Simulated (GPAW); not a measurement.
# The basis that the transmission of a Mo chain with a Cu atom on top of one atom needs, part 2 of 2

Aim: T(E), conductance and thermopower of a Mo chain with a Cu atom on top of one atom, and what cheaper settings cost in accuracy.

GPAW 26.7.0; GPAW LCAO, PAW setups; Landauer transmission from Green's functions with principal layers (ASE), zero bias.

So far, transmission at the Fermi level (one spin): step 2 (GPAW, dzp, PBE, GPAW) 5.32; step 3 (basis szp(dzp), PBE, GPAW) 5.39; step 4 (basis sz(dzp), PBE, GPAW) 5.38; step 5 (RPBE) 5.33; step 8 (grid spacing 0.16 Å, smearing 0.05 eV, SCF mesh 1×1×6, PBE, GPAW) 5.33.

## Step 9: Temperature 30

Temperature enters only through the Fermi window.

The input, run.py:

```python
import json
import numpy as np
from ase import Atoms
from ase.transport.calculators import TransportCalculator
from gpaw import GPAW, FermiDirac
from gpaw.lcao.tools import get_lcao_hamiltonian
from scipy.linalg import eigh

# The junction with lead layers at both ends, along the third cell vector
device = Atoms(
    ['Mo', 'Mo', 'Mo', 'Mo', 'Mo', 'Mo', 'Mo', 'Mo', 'Cu', 'Mo', 'Mo', 'Mo', 'Mo', 'Mo', 'Mo', 'Mo'],
    positions=[
        [4.50000, 4.50000, 1.12500],
        [4.50000, 4.50000, 3.37500],
        [4.50000, 4.50000, 5.62500],
        [4.50000, 4.50000, 7.87500],
        [4.50000, 4.50000, 10.12500],
        [4.50000, 4.50000, 12.37500],
        [4.50000, 4.50000, 14.62500],
        [4.50000, 4.50000, 16.87500],
        [6.65160, 4.50000, 16.87500],
        [4.50000, 4.50000, 19.12500],
        [4.50000, 4.50000, 21.37500],
        [4.50000, 4.50000, 23.62500],
        [4.50000, 4.50000, 25.87500],
        [4.50000, 4.50000, 28.12500],
        [4.50000, 4.50000, 30.37500],
        [4.50000, 4.50000, 32.62500]],
    cell=[[9.0, 0.0, 0.0], [0.0, 9.0, 0.0], [0.0, 0.0, 33.75]],
    pbc=True)

# One principal layer of the lead: the first 5 atoms of the device
lead = Atoms(
    ['Mo', 'Mo', 'Mo', 'Mo', 'Mo'],
    positions=[
        [4.50000, 4.50000, 1.12500],
        [4.50000, 4.50000, 3.37500],
        [4.50000, 4.50000, 5.62500],
        [4.50000, 4.50000, 7.87500],
        [4.50000, 4.50000, 10.12500]],
    cell=[[9.0, 0.0, 0.0], [0.0, 9.0, 0.0], [0.0, 0.0, 11.25]],
    pbc=True)

settings = dict(mode='lcao', basis='dzp', xc='PBE', h=0.2,
                occupations=FermiDirac(0.1), maxiter=250,
                mixer=dict(beta=0.1, nmaxold=8, weight=100.0),
                convergence=dict(density=0.0001))
energies = np.arange(-3, 3 + 1e-9, 0.075)
eta = 0.0001
n1, n2 = 1, 1
# k and -k transmit alike, so half of the mesh across the current serves
mesh = [(i, j) for i in range(n1) for j in range(n2) if (i, j) <= (-i % n1, -j % n2)]
weights = np.array([1 if (i, j) == (-i % n1, -j % n2) else 2 for i, j in mesh]) / (n1 * n2)

# [... helper functions left out ...]
fermi_lead = ground_state(lead, (1, 1, 10), 'lead.txt')
fermi_device = ground_state(device, (1, 1, 3), 'device.txt')
# [... loop over the mesh left out, but for ...]
        # Shift the lead onto the potential of the device's first layer
        shift = ((H[:, 0, 0] - H0[:, 0, 0]) / S0[0, 0]).real.mean()
# [...]
kT = 8.617333e-5 * 30
bias = [0.1, 0.2, 0.5, 1.0, 1.5, 2.0]
# [... integrals and printing left out ...]
```

The run is started by

```bash
$ OMP_NUM_THREADS=1 OPENBLAS_NUM_THREADS=1 python run.py
```

Wall time 4.3 min (1 thread of Arm Neoverse V1, shared host); peak memory 1.4 GiB.

This step gave:

* conductance: 5.323 G₀
* largest misfit of the first principal layer: 0.01947 eV
* shift that aligns the lead: -0.003951 eV
* transmission at the Fermi level (one spin): 5.324

One spin. Table of transmission, zone mean by energy, zero at the Fermi level:

| energy (eV) | transmission, zone mean |
| --- | --- |
| -3.00 | 2.17 |
| -2.77 | 2.17 |
| -2.55 | 2.32 |
| -2.40 | 2.02 |
| -2.17 | 2.14 |
| -1.95 | 2.65 |
| -1.73 | 2.84 |
| -1.57 | 2.90 |
| -1.50 | 3.85 |
| -1.35 | 3.10 |
| -1.12 | 3.14 |
| -0.90 | 2.98 |
| -0.75 | 5.09 |
| -0.53 | 5.38 |
| -0.38 | 5.41 |
| -0.30 | 5.41 |
| -0.07 | 5.36 |
| 0.00 | 5.32 |
| 0.07 | 5.28 |
| 0.30 | 5.13 |
| 0.53 | 4.98 |
| 0.75 | 4.94 |
| 0.90 | 5.02 |
| 1.12 | 5.19 |
| 1.35 | 3.27 |
| 1.57 | 3.26 |
| 1.73 | 2.90 |
| 1.95 | 2.06 |
| 2.17 | 1.99 |
| 2.40 | 1.99 |
| 2.55 | 1.50 |
| 2.70 | 1.96 |
| 2.77 | 1.94 |
| 3.00 | 0.993 |

Not self-consistent under bias; the bias window is split evenly. Table of current through one cell, from the zero-bias transmission by bias:

| bias (V) | current through one cell, from the zero-bias transmission (mA) |
| --- | --- |
| 0.100 | 0.0412 |
| 0.200 | 0.0825 |
| 0.500 | 0.206 |
| 1.000 | 0.409 |
| 1.500 | 0.607 |
| 2.000 | 0.772 |

Table of transmission of the three most open eigenchannels by energy, zero at the Fermi level:

| energy (eV) | channel 1 | channel 2 | channel 3 |
| --- | --- | --- | --- |
| -3.00 | 0.997 | 0.959 | 0.215 |
| -2.77 | 0.991 | 0.960 | 0.223 |
| -2.55 | 0.930 | 0.876 | 0.516 |
| -2.40 | 0.978 | 0.805 | 0.232 |
| -2.17 | 0.991 | 0.775 | 0.377 |
| -1.95 | 0.997 | 0.983 | 0.671 |
| -1.73 | 0.998 | 0.995 | 0.848 |
| -1.57 | 0.998 | 0.997 | 0.901 |
| -1.35 | 0.998 | 0.998 | 0.941 |
| -1.12 | 0.998 | 0.998 | 0.971 |
| -0.90 | 0.998 | 0.998 | 0.986 |
| -0.75 | 0.998 | 0.998 | 0.991 |
| -0.53 | 0.997 | 0.997 | 0.997 |
| -0.30 | 0.999 | 0.997 | 0.997 |
| -0.07 | 0.999 | 0.997 | 0.996 |
| 0.00 | 0.999 | 0.997 | 0.996 |
| 0.07 | 0.999 | 0.997 | 0.996 |
| 0.30 | 0.999 | 0.996 | 0.995 |
| 0.53 | 0.999 | 0.998 | 0.995 |
| 0.75 | 0.999 | 0.995 | 0.995 |
| 0.90 | 0.999 | 0.995 | 0.992 |
| 1.12 | 0.999 | 0.994 | 0.987 |
| 1.35 | 0.999 | 0.973 | 0.965 |
| 1.57 | 0.999 | 0.980 | 0.859 |
| 1.73 | 0.999 | 0.986 | 0.574 |
| 1.95 | 0.998 | 0.993 | 0.0663 |
| 2.17 | 0.997 | 0.997 | 4.2e-5 |
| 2.40 | 0.999 | 0.992 | 4.1e-5 |
| 2.55 | 0.988 | 0.515 | 1.0e-4 |
| 2.77 | 0.991 | 0.951 | 4.8e-5 |
| 3.00 | 0.993 | 4.8e-5 | 5.3e-7 |

With these changes, and at 30 K in place of 300 K, the conductance is 5.32 G₀ against 5.32 in the dzp run; T at the Fermi level, which temperature doesn't enter, is 5.32 against 5.32.

## Step 10: Summary of results

```json
{"conductance": "5.32 G₀", "transmission at the Fermi level, mean of the spins": "5.32", "thermopower": "about 0 (under 1.5 μV/K)"}
```

In words: In the dzp basis the junction conducts 5.32 G₀ at 300 K, with T = 5.32 a spin at the Fermi level; the sz basis reaches that conductance within 10 %. At the Fermi level the three most open eigenchannels pass 1.00, 1.00 and 1.00. Measured against the first run (dzp), the nearest curve is that of dzp-RPBE (r.m.s. 0.13) and the farthest that of sz (0.39). Over the compared runs wall time goes from 100 s (sz) to 292 s (dzp-RPBE), on a shared host. The geometry was built from estimated bond lengths and not relaxed, so the numbers describe this model structure. The run had no spin polarisation, so a magnetic state, which chains and small molecules with open shells often have, wasn't tested. An evenly spaced straight chain is an idealisation: free chains tend to dimerise, zigzag or, where a band edge lies near the Fermi level, turn magnetic. The currents use the zero-bias T(E) throughout, which holds only while the bias is small against the distance to the nearest feature. The energy step is wider than the thermal energy, so the conductance and thermopower rest on interpolation of T(E).

[Logs are printed without paths, hosts, clocks, repeated set-up lines and the standing remarks that a program may print on its own settings, such as how far it seeks lower states.]

[Hosts, paths, dates, database ids (printed as entryN), source tags and the programs' standing remarks are cut or masked in the printed files.]
